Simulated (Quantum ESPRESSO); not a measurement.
Computed results, one entry a study.

## Fixed-spin-moment curve of MnS

The structure is cubic, space group Fm-3m (No. 225). Conventional cell: a = 5.209 Å, b = 5.209 Å, c = 5.209 Å, α = 90.00°, β = 90.00°, γ = 90.00°. Mn has 6 S at 2.60 Å nearest. Nearest to S lie 6 Mn at 2.60 Å. Farther neighbours and most contacts between anions are not listed.

```xyz
2
Lattice="0.0000 2.6045 2.6045 2.6045 0.0000 2.6045 2.6045 2.6045 0.0000" Properties=species:S:1:pos:R:3 pbc="T T T"
Mn    0.0000    0.0000    0.0000
S     2.6045    2.6045    2.6045
```

```
method                      : PBE with U = 4 eV on Mn d (ortho-atomic projectors); plane waves with GBRV 1.5 PBE potentials, no spin-orbit coupling (and 1 further level or step)
program                     : Quantum ESPRESSO 7.5
settings of one run         : GBRV 1.5 PBE, potential files S: s_pbe_v1.4.uspp.F.UPF, Mn: mn_pbe_v1.5.uspp.F.UPF, cutoff 544.23 eV, 8×8×8 k-mesh, 19 bands, fermi-dirac occupations, smearing width 0.1 eV, collinear spin, SCF threshold 4.00e-9, Hubbard form dudarev, Hubbard projectors ortho-atomic, starting moments 4.5 0 μB
cost                        : 10 runs, 5 min in all on 2 MPI ranks of Arm Neoverse N1, shared host (the runs of this entry)
notes                       : The database entry behind the starting cell differs from later determinations by our own check (an axis about 0.2 % short against later determinations). The run is spin-polarised, with a total moment of 5.00 μB a cell (absolute 5.00). The cell holds one seeded atom, so opposed orders, which may lie lower, cannot form in it.
moment of the free run      : 5.00 μB a cell
energy at zero total moment : 4564 meV a cell over the lowest
```

At zero total moment the site moments vanish, so the 4564 meV a cell is the energy of forming them, the change of the Hubbard energy included. The points show one minimum alone.

[Logs and program files are shortened in this print: banners, set-up blocks, solver, clock and traceback lines can be left out without a mark of their own.]

[Logs are printed without paths, hosts, clocks, repeated set-up lines and the standing remarks that a program may print on its own settings, such as how far it seeks lower states.]

[Hosts, paths, dates, database ids (printed as entryN), source tags and the programs' standing remarks are cut or masked in the printed files.]

[Where a cell is said to come from a database of computed structures, the database is the Materials Project.]
